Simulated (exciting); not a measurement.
Consider NaTlO, space group P6_3mc.

```xyz
6
Lattice="3.4844 0.0000 0.0000 -1.7422 3.0176 0.0000 0.0000 0.0000 11.3946" Properties=species:S:1:pos:R:3 pbc="T T T"
Tl    1.7422    1.0059    7.0159
Tl    0.0000    2.0117    1.3186
Na    0.0000    2.0117    4.4882
Na    1.7422    1.0059   10.1855
O     0.0000    0.0000    5.5879
O     0.0000    0.0000   11.2852
```

Absorber: atom 3, with 3 O at 2.29 Å (pyramidal, site symmetry 3m). Method: exciting, all-electron LAPW+lo, LDA, exchange and screened direct term (singlet BSE), 5×5×1 shifted k points, 40 conduction bands, |G+q| up to 3 bohr⁻¹, full RPA screening with nempty = 73, Lorentzian half width 0.45 eV.

**Question.** Predict the Na K near-edge structure at this level.

Bound core exciton? Undecided on this mesh: the first bright state (over 5 % of the brightest) lies at 0.21 eV from the Kohn–Sham onset and at -0.85 eV from the lowest bare transition of its own mesh. Maxima (height): 0.9 eV (0.52), 4.6 eV (0.82), 7.7 eV (0.82), 9.0 eV (0.86), 11.6 eV (1.00) and 14.4 eV (0.51).

Energy from the Kohn–Sham onset, core level to the lowest empty state found on the meshes used; Im ε in relative units:

```csv
E (eV),Im ε
-3.0,0.02
-2.5,0.03
-2.0,0.03
-1.5,0.05
-1.0,0.07
-0.5,0.11
0.0,0.23
0.5,0.41
1.0,0.51
1.5,0.44
2.0,0.37
2.5,0.35
3.0,0.48
3.5,0.53
4.0,0.61
4.5,0.80
5.0,0.67
5.5,0.46
6.0,0.36
6.5,0.37
7.0,0.51
7.5,0.79
8.0,0.77
8.5,0.78
9.0,0.86
9.5,0.78
10.0,0.73
10.5,0.71
11.0,0.77
11.5,0.99
12.0,0.95
12.5,0.73
13.0,0.55
13.5,0.47
14.0,0.46
14.5,0.50
15.0,0.44
15.5,0.42
16.0,0.35
16.5,0.30
17.0,0.30
17.5,0.33
18.0,0.35
```

Binding energies aren't converged on 25 k points, and fine structure above the first lines is partly noise of the mesh. The kernel cutoff is low for a compact core orbital, so the effect of exchange is a lower bound. The zero comes from the unshifted 6×6×1 ground-state mesh; it is exact only where the band minimum lies on that mesh. The structure is a Materials Project entry, computed there, and may be a hypothetical form.

[Banner, clock and machine lines of the logs are left out without a mark of their own.]

[Logs are printed without paths, hosts, clocks, repeated set-up lines and the standing remarks that a program may print on its own settings, such as how far it seeks lower states.]

[Hosts, paths, dates, database ids (printed as entryN), source tags and the programs' standing remarks are cut or masked in the printed files.]
